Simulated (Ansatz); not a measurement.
**Where V_Mg puts its levels in the gap of MgO (Fm-3m)**

Wanted: the transition levels of a vacancy in MgO (Fm-3m), from a cell of 54 host atoms with 1 Mg taken out.

Method: place-levels on r2SCAN runs: charge-transition levels and formation energies with image-charge correction and potential alignment at the atomic sites; PAW set soft_1, in Ansatz 0.2.0.

**1. Starting point**

The cell holds 53 atoms: 26 Mg and 27 O. Its edges and angles: a = 8.658 Å, b = 8.658 Å, c = 8.658 Å, α = 60.0°, β = 60.0°, γ = 60.0°. It derives from MgO (space group Fm-3m). Nearest the centre at fractional (0.667, 0.667, 0.333): O28 at 2.04 Å, O32 at 2.04 Å, O44 at 2.04 Å, O34 at 2.04 Å, O50 at 2.04 Å, O46 at 2.04 Å, Mg15 at 2.89 Å, Mg39 at 2.89 Å.

Screening for the image-charge correction: ε∞ = 3.24, ε0 = 10.37, from a response run on this crystal (DFPT, PBEsol) at that run's own cell.

The relaxed host is scaled by −3.0 % along all axes; the dielectric constants are those of the unstrained host.

The cell's shortest repeat is 8.7 Å.

**2. The runs of each charge state**

A transition level is the Fermi level at which two charge states cost the same, so each charge needs its own total energy, at its own relaxed structure.

Random displacements of about 0.05 Å break the site symmetry at the start, so that the relaxation can reach a distorted minimum if there is one. Forces are taken at one point at (¼, ¼, ¼). The cell holds 2 electrons more than the neutral one, with a uniform background that keeps it neutral on the whole.

The sampling was tested on the host first: at the k-points planned (1x1x1 shifted 0.25 0.25 0.25) its energy lies 0.021 eV an atom from the dense-mesh value, so the final energies take a denser sampling.

One of the inputs; charge, spin and start change from state to state.

qm2.relax/input.yaml reads:

```yaml
crystal:
  lattice:
    - [0.0, 6.12190562, 6.12190562]
    - [6.12190562, 0.0, 6.12190562]
    - [6.12190562, 6.12190562, 0.0]
  atoms:
    - { symbol: Mg, position: [0.0, 0.0, 0.0] }
    - { symbol: O, position: [0.16666667, 0.16666667, 0.16666667] }
[... 6 atom lines left out ...]
    - { symbol: Mg, position: [0.0, 0.33333333, 0.33333333] }
[... 3 atom lines left out ...]
    - { symbol: Mg, position: [0.0, 0.66666667, 0.0] }
[... 1 atom line left out ...]
    - { symbol: Mg, position: [0.0, 0.66666667, 0.33333333] }
[... 5 atom lines left out ...]
    - { symbol: Mg, position: [0.33333333, 0.0, 0.33333333] }
[... 6 atom lines left out ...]
    - { symbol: O, position: [0.5, 0.5, 0.5] }
[... 1 atom line left out ...]
    - { symbol: O, position: [0.5, 0.5, 0.83333333] }
[... 1 atom line left out ...]
    - { symbol: O, position: [0.5, 0.83333333, 0.16666667] }
    - { symbol: Mg, position: [0.33333333, 0.66666667, 0.33333333] }
    - { symbol: O, position: [0.5, 0.83333333, 0.5] }
    - { symbol: Mg, position: [0.33333333, 0.66666667, 0.66666667] }
[... 1 atom line left out ...]
    - { symbol: Mg, position: [0.66666667, 0.0, 0.0] }
[... 1 atom line left out ...]
    - { symbol: Mg, position: [0.66666667, 0.0, 0.33333333] }
[... 4 atom lines left out ...]
    - { symbol: O, position: [0.83333333, 0.5, 0.16666667] }
    - { symbol: Mg, position: [0.66666667, 0.33333333, 0.33333333] }
    - { symbol: O, position: [0.83333333, 0.5, 0.5] }
    - { symbol: Mg, position: [0.66666667, 0.33333333, 0.66666667] }
[... 1 atom line left out ...]
    - { symbol: Mg, position: [0.66666667, 0.66666667, 0.0] }
    - { symbol: O, position: [0.83333333, 0.83333333, 0.16666667] }
[... 1 atom line left out ...]
    - { symbol: Mg, position: [0.66666667, 0.66666667, 0.66666667] }
    - { symbol: O, position: [0.83333333, 0.83333333, 0.83333333] }
  host:
    repeats: [3, 3, 3]
    atoms:
      - { symbol: Mg, position: [0.0, 0.0, 0.0] }
      - { symbol: O, position: [0.5, 0.5, 0.5] }
total_charge: -2
basis:
  ecutwfc: 500
  xc_grid: 2
hamiltonian:
  xc: r2scan
  pseudopotentials: { kind: paw, azcp: { folder: soft_1 } }
kpoints:
  mp_grid: { grid: [1, 1, 1], shift: [0.25, 0.25, 0.25] }
scf:
  occupations: { method: fixed }
  max_iter: 100
output:
  forces: true
  charged_corrections:
    epsilon: 3.24
    static_epsilon: 10.37
    defect_position: [0.666667, 0.666667, 0.333333]
relax:
  f_tol: 0.02
  max_steps: 80
  random_displacement: { amplitude: 0.05, seed: 5394 }
checkpoint:
  write: "../qm2.relax.run"
  compress: false
  write_wavefunctions: true
  write_every: 100000
```

Launch:

```
$ ansatz run input.yaml --threads 4 --pin off --max-ram 7536MiB --backend cpu --events-out ev --progress --plain --runs-dir out
```

Defect states can disperse in a cell of this size, so the energy is taken again at a 2×2×2 shifted mesh, on the relaxed structure.

The run of this state that the levels use, under r2SCAN:

qm2.point/input.yaml reads:

```yaml
crystal:
  checkpoint: "../qm2.relax.run"
  host: checkpoint
total_charge: -2
basis:
  ecutwfc: 500
  xc_grid: 2
hamiltonian:
  xc: r2scan
  pseudopotentials: { kind: paw, azcp: { folder: soft_1 } }
kpoints:
  mp_grid: { grid: [2, 2, 2], shift: [0.5, 0.5, 0.5] }
scf:
  occupations: { method: fermi_dirac, width: 0.01 }
  max_iter: 100
output:
  forces: true
  eigenvalues: true
  charged_corrections:
    epsilon: 3.24
    static_epsilon: 10.37
    defect_position: [0.666667, 0.666667, 0.333333]
  eigenstates: { localisation: true }
  populations: true
checkpoint:
  read: "../qm2.relax.run"
  write: "../qm2.point.run"
  compress: false
  write_wavefunctions: false
  write_every: 100000
```

Relaxations under r2SCAN at one point at (¼, ¼, ¼); times on 4 threads of Arm Neoverse V1, shared host:

```
charge  moment (μB)  occupations        outcome  steps  largest displacement against the far atoms (Å)     time
    −2            0        fixed      converged      5                                            0.10     54 s
    −1            1        fixed      converged     17                                            0.10  9.8 min
     0            0        fixed  not converged      -                                               -     73 s
     0            0  fermi-dirac      converged      6                                            0.09  1.9 min
    +1            1        fixed      converged      9                                            0.09  5.4 min
     0            2        fixed      converged      7                                            0.09  4.7 min
```

Single points under r2SCAN at a 2×2×2 shifted mesh; times on 4 threads of Arm Neoverse V1, shared host:

```
charge  moment (μB)  occupations    outcome     time
    −2            0  fermi-dirac  converged     53 s
    −1            1  fermi-dirac  converged  3.3 min
     0            0  fermi-dirac  converged     81 s
    +1            1  fermi-dirac  converged  3.5 min
     0            2  fermi-dirac  converged    3 min
```

Distances (Å) from the ideal centre to the nearest atoms after relaxation with r2SCAN:

```
charge  moment (μB)      1.      2.      3.      4.      5.      6.
    −2            0  O 2.14  O 2.14  O 2.14  O 2.14  O 2.14  O 2.15
    −1            1  O 2.12  O 2.13  O 2.13  O 2.13  O 2.14  O 2.14
     0            0  O 2.13  O 2.13  O 2.13  O 2.13  O 2.13  O 2.14
     0            2  O 2.12  O 2.12  O 2.13  O 2.13  O 2.13  O 2.13
    +1            1  O 2.09  O 2.10  O 2.11  O 2.11  O 2.13  O 2.13
```

**3. place-levels, r2SCAN**

A charged cell interacts with its images and the background, and its potential has another zero than the host's. place-levels removes the first by a point-charge model, screened by the static dielectric constant since the ions have relaxed around the charge, and the second by comparing potentials at atoms far from the defect.

The host is a run of the defect-free crystal in the same cutoffs, grids and k-points, so that basis and sampling errors cancel in part in the differences. Its band edges come from a run of the primitive cell that searches the zone for them. Chemical potentials are energies per atom of Mg (hcp), run with the same functional and cutoff.

levels.point.yaml reads:

```yaml
host:
  run: host.point.run
  levels_from: { run: edges.point.run }
states: [qm2.point.run, qm1_M1.point.run, q0.point.run, qp1_M1.point.run, q0_M2.point.run]
geometry_from:
  qm2.point.run: qm2.relax.run
  qm1_M1.point.run: qm1_M1.relax.run
  q0.point.run: q0.relax_smeared.run
  qp1_M1.point.run: qp1_M1.relax.run
  q0_M2.point.run: q0_M2.relax.run
chemical_potentials:
  Mg:
    energy: -1926.407918
    dataset: "<sha256 of the dataset>"
epsilon: 3.24
static_epsilon: 10.37
vertical:
  - { from: qm2.point.run, to: qm2.point_neutral.run }
  - { from: qm1_M1.point.run, to: qm1_M1.point_neutral.run }
  - { from: qp1_M1.point.run, to: qp1_M1.point_neutral.run }
```

Launch:

```
$ ansatz place-levels levels.point.yaml -- --threads 4 --pin off --max-ram 7536MiB
```

Numbers of over 12 decimals in the logs are rounded to 6 here.

Log:

```text
[... repeated set-up lines and file paths are left out, and long positions are rounded to six places ...]
(+1/0) 0.100 eV beneath the valence edge (-0.214 eV without the band-filling correction), in the valence band
(0/-1) 0.379 eV above the valence edge, 6.283 eV under the conduction edge
(-1/-2) 0.889 eV above the valence edge, 5.773 eV under the conduction edge
formation energy of charge +1: +9.215 eV with the Fermi level at the valence edge
formation energy of charge 0: +9.114 eV with the Fermi level at the valence edge
formation energy of charge -1: +9.493 eV with the Fermi level at the valence edge
formation energy of charge -2: +10.382 eV with the Fermi level at the valence edge
vertical -2 to 0: no energy, since no alignment is typed
  the change from vertical[0].from (qm2.point.run) to vertical[0].to (qm2.point_neutral.run): by its potential at epsilon 3.24 it stands at 0.667 0.667 0.333, with an rms radius of about 4.0 Å (2.3 2.3 2.3 Å across the planes of the cell's vectors); [...]
vertical -1 to 0: no energy, since no alignment is typed
  the change from vertical[1].from (qm1_M1.point.run) to vertical[1].to (qm1_M1.point_neutral.run): by its potential at epsilon 3.24 it stands at 0.666 0.666 0.332, with an rms radius of about 4.8 Å (2.7 2.7 2.9 Å across the planes of the cell's vectors); [...]
vertical +1 to 0: no energy, since no alignment is typed
  the change from vertical[2].from (qp1_M1.point.run) to vertical[2].to (qp1_M1.point_neutral.run): by its potential at epsilon 3.24 it stands at 0.678 0.713 0.345, with an rms radius of about 3.4 Å (1.9 2.0 1.9 Å across the planes of the cell's vectors); [...]
  edges by r2scan of host.levels_from (edges.point.run), its mesh sampled to repeats of 34.63 Å (the valence edge +0.057 eV and the conduction edge -0.437 eV from those of the host's own run), gap 6.662 eV; the host is sampled to repeats of 17.32 Å
  the defect's cells are sampled to repeats of 17.32 Å, like sampling
  charge +1: -65525.5056 eV with its correction of -0.378 eV, at epsilon 10.37, aligned at sites: -0.6384 eV, mean over 21 atomic sites at or beyond 4.33 Å from the defect at [0.6667, 0.6667, 0.3333], with +0.000000 for the charge's moments and without [...]
  states[3] (qp1_M1.point.run): levels filled in part (TS 0.002 eV): its energy is of no whole electron's
  charge 0: +0.000 eV for its dipole among its images, +0.000 omitted
  states[4] (q0_M2.point.run): levels filled in part (TS 0.006 eV): its energy is of no whole electron's
  charge -1: -65507.6243 eV with its correction of +0.710 eV, at epsilon 10.37, aligned at sites: -0.4503 eV, mean over 21 atomic sites at or beyond 4.33 Å from the defect at [0.6667, 0.6667, 0.3333], with -0.000000 for the charge's moments and without [...]
  states[1] (qm1_M1.point.run): levels filled in part (TS 0.005 eV): its energy is of no whole electron's
  charge -2: -65497.8774 eV with its correction of +1.816 eV, at epsilon 10.37, aligned at sites: -0.3878 eV, mean over 21 atomic sites at or beyond 4.33 Å from the defect at [0.6667, 0.6667, 0.3333], with -0.000000 for the charge's moments and without [...]
  charge 0: states[2] (q0.point.run) stands 0.141 eV higher, with a moment of 0.00 μB against 2.00
  states[2] (q0.point.run): levels filled in part (TS 0.010 eV): its energy is of no whole electron's
  of states[3] (qp1_M1.point.run): it parts from the run at its places by a charge that spreads by about 2 Å along one vector (1.2 Å or more is wide), by its potential at epsilon 3.24, taken for that of held ions (one typed too small widens it), where the [...]
  of states[4] (q0_M2.point.run): its alignment with the host at atomic sites is doubtful: the cell is too small to show whether the defect's potential has decayed: take a larger one; stability_check_not_made
  of states[1] (qm1_M1.point.run): it parts from the run at its places by a charge that spreads by about 2.9 Å along one vector (1.2 Å or more is wide), by its potential at epsilon 3.24, taken for that of held ions (one typed too small widens it), where the [...]
  of states[0] (qm2.point.run): it parts from the run at its places by a charge that spreads by about 2.3 Å along one vector (1.2 Å or more is wide), by its potential at epsilon 3.24, taken for that of held ions (one typed too small widens it), where the cell [...]
  of states[2] (q0.point.run): its alignment with the host at atomic sites is doubtful: the cell is too small to show whether the defect's potential has decayed: take a larger one
  of vertical[0].from (qm2.point.run): it parts from the run at its places by a charge that spreads by about 2.3 Å along one vector (1.2 Å or more is wide), by its potential at epsilon 3.24, taken for that of held ions (one typed too small widens it), where [...]
  vertical[0].to (qm2.point_neutral.run): levels filled in part (TS 0.011 eV): its energy is of no whole electron's
  vertical[1].from (qm1_M1.point.run): levels filled in part (TS 0.005 eV): its energy is of no whole electron's
  of vertical[1].from (qm1_M1.point.run): stability_check_not_made; [...]
  vertical[1].to (qm1_M1.point_neutral.run): levels filled in part (TS 0.010 eV): its energy is of no whole electron's
  vertical[2].from (qp1_M1.point.run): levels filled in part (TS 0.002 eV): its energy is of no whole electron's
  of vertical[2].from (qp1_M1.point.run): stability_check_not_made; [...]
  vertical[2].to (qp1_M1.point_neutral.run): levels filled in part (TS 0.009 eV): its energy is of no whole electron's
```

It took 0.63 s on 4 threads of Arm Neoverse V1, shared host.

Levels between the charges placed, in eV above the valence top:

```
        gap (eV)  (+1/0)  (0/−1)  (−1/−2)
r2SCAN      6.66   -0.10    0.38     0.89
```

Corrections by state:

```
charge  moment (μB)  image terms and alignment (eV)  band filling (eV)  ε used  over the lowest of its charge, as the program ranks them, band filling apart (eV)
    +1          1.0                          -0.378             -0.114   10.37                                                                              0.000
     0          2.0                           0.000                  -       -                                                                              0.000
    −1          1.0                           0.710                  -   10.37                                                                              0.000
    −2          0.0                           1.816                  -   10.37                                                                              0.000
     0          0.0                           0.000                  -       -                                                                              0.141
```

The charged structures listed were also run neutral, and place-levels reads from each pair, by the potential or the spins, how wide the charge is by which they differ; that can be the carrier of either run.

```
charge  rms radius (Å)  spread where it is widest against the cell (Å)  wide from (Å)  reading
    +1             3.4                                            2.04           1.22     wide
    −1             4.8                                            2.87           1.22     wide
    −2             4.0                                            2.32           1.22     wide
```

The neutral runs of these pairs need not share the spin of the lowest neutral state, and very wide values only mean spread over the cell.

From the program's caveats on the states, each cut to its opening words:

- charge +1 (1 μB): it parts from the run at its places by a charge that spreads by about 2 Å along one vector (1.2 Å or more is wide), by its potential at epsilon 3.24, taken for [...]
- charge +1 (1 μB): a band-filling correction moves a carrier to the host's band edge, which changes its energy by -0.114 eV
- charge +1 (1 μB), 0 (2 μB), −1 (1 μB), −2, 0: its alignment with the host at atomic sites is doubtful: the cell is too small to show whether the defect's potential has decayed: take a larger one
- charge +1 (1 μB): the host's ions (past the first shell or, of a walk that freed a part, those that it held) aren't shown at rest: they stand up to 0.057 Å off their sites, 0.84 [...]
- charge +1 (1 μB), 0 (2 μB), −1 (1 μB): flagged: stability check not made
- charge −1 (1 μB): it parts from the run at its places by a charge that spreads by about 2.9 Å along one vector (1.2 Å or more is wide), by its potential at epsilon 3.24, taken [...]
- charge −2: it parts from the run at its places by a charge that spreads by about 2.3 Å along one vector (1.2 Å or more is wide), by its potential at epsilon 3.24, taken [...]

The host's formation energy from the elements is -2.919 eV per atom at this strain; it sets how far the chemical potentials can move.

Limit set by the element alone; other compounds of these elements are not counted. Chemical potentials from the elements' reference states: Mg 0.00 eV, O -5.84 eV. Formation energy by charge state (Mg-rich; gap 6.66 eV):

```
charge  at valence top (eV)  at conduction bottom (eV)  correction included (eV)
    +1                 9.21                      15.88                     -0.49
     0                 9.11                       9.11                      0.00
    −1                 9.49                       2.83                      0.71
    −2                10.38                      -2.94                      1.82
```

```json
{"Fermi level (eV)": "0.00", "lowest formation energy (eV)": "9.11"}
{"Fermi level (eV)": "0.61", "lowest formation energy (eV)": "8.89"}
{"Fermi level (eV)": "1.21", "lowest formation energy (eV)": "7.96"}
{"Fermi level (eV)": "1.82", "lowest formation energy (eV)": "6.75"}
{"Fermi level (eV)": "2.42", "lowest formation energy (eV)": "5.54"}
{"Fermi level (eV)": "3.03", "lowest formation energy (eV)": "4.33"}
{"Fermi level (eV)": "3.64", "lowest formation energy (eV)": "3.11"}
{"Fermi level (eV)": "4.24", "lowest formation energy (eV)": "1.90"}
{"Fermi level (eV)": "4.85", "lowest formation energy (eV)": "0.69"}
{"Fermi level (eV)": "5.45", "lowest formation energy (eV)": "-0.52"}
{"Fermi level (eV)": "6.06", "lowest formation energy (eV)": "-1.73"}
{"Fermi level (eV)": "6.66", "lowest formation energy (eV)": "-2.94"}
```

Limit set by the element alone; other compounds of these elements are not counted. Chemical potentials from the elements' reference states: O 0.00 eV, Mg -5.84 eV. Formation energy by charge state (O-rich; gap 6.66 eV):

```
charge  at valence top (eV)  at conduction bottom (eV)  correction included (eV)
    +1                 3.38                      10.04                     -0.49
     0                 3.28                       3.28                      0.00
    −1                 3.65                      -3.01                      0.71
    −2                 4.54                      -8.78                      1.82
```

Fermi level (eV), lowest formation energy (eV) and a bar from the least value:
```
     0.00       3.28 ##############################
     0.61       3.05 #############################
     1.21       2.12 ###########################
     1.82       0.91 ########################
     2.42      -0.30 #####################
     3.03      -1.51 ##################
     3.64      -2.73 ###############
     4.24      -3.94 ############
     4.85      -5.15 #########
     5.45      -6.36 ######
     6.06      -7.57 ###
     6.66      -8.78
```

**4. Summary of results**

* gap of the host: 6.66 eV (r2SCAN)
* level (plus 1/0): 0.10 eV below the valence top (-0.21 eV above the valence top without the band-filling term)
* level (0/minus 1): 0.38 eV above the valence top
* level (minus 1/minus 2): 0.89 eV above the valence top
* lowest of the charges placed, just above the valence top (0.02 eV): 0
* lowest of the charges placed, just below the conduction bottom (0.02 eV): −2
* lowest formation energy at mid-gap of the charges run, Mg-rich: 3.72 eV
* lowest formation energy at mid-gap of the charges run, O-rich: -2.12 eV

In words: Of the charges placed (−2, −1, 0 and +1), the lowest changes at 0.38 eV (0/−1) and 0.89 eV (−1/−2) above the valence top, in a gap of 6.66 eV. (0/−1) and (−1/−2) lie nearer to a band edge than the share of the finite-size correction in them (0.71 and 1.11 eV), and that correction holds for a localised charge alone. Charges below −2 were not placed, so these runs say nothing of levels that involve them. States placed: +1 at 1 μB; 0 at 2 μB and 0 μB; −1 at 1 μB; −2 at 0 μB. Other spin states or structures, where not listed, weren't placed. The program finds carriers beyond a band edge of the host and adds a band-filling term at charge +1 (-0.11 eV); steps to such a charge show no bound level, and a defect level inside a band would be read the same way. Corrections reach 1.8 eV, so the cell is small for these charges and their levels are rough. The program doubts the alignment of potentials for at least one state, a sign that the cell is small. Keep in mind: the images are only 8.7 Å apart; r2SCAN makes the gap too small and tends to spread out bound carriers; where a gas molecule sets a chemical potential or the host's formation energy, its binding is uncorrected; force components of up to 0.21 eV/Å remain in a run at the final settings.

[Logs are printed without paths, hosts, clocks, repeated set-up lines and the standing remarks that a program may print on its own settings, such as how far it seeks lower states.]

[Hosts, paths, dates, database ids (printed as entryN), source tags and the programs' standing remarks are cut or masked in the printed files.]

[Where a table of states has a column of steps, it counts the stored structures, which are thinned; the runs took as many ionic steps or more.]

[A defect's name tells the site on which it was built; relaxed atoms can leave that site.]

[For some hosts the program warned that the k-mesh of the response run may be too coarse for force constants and the static dielectric constant; such warnings are not shown here.]
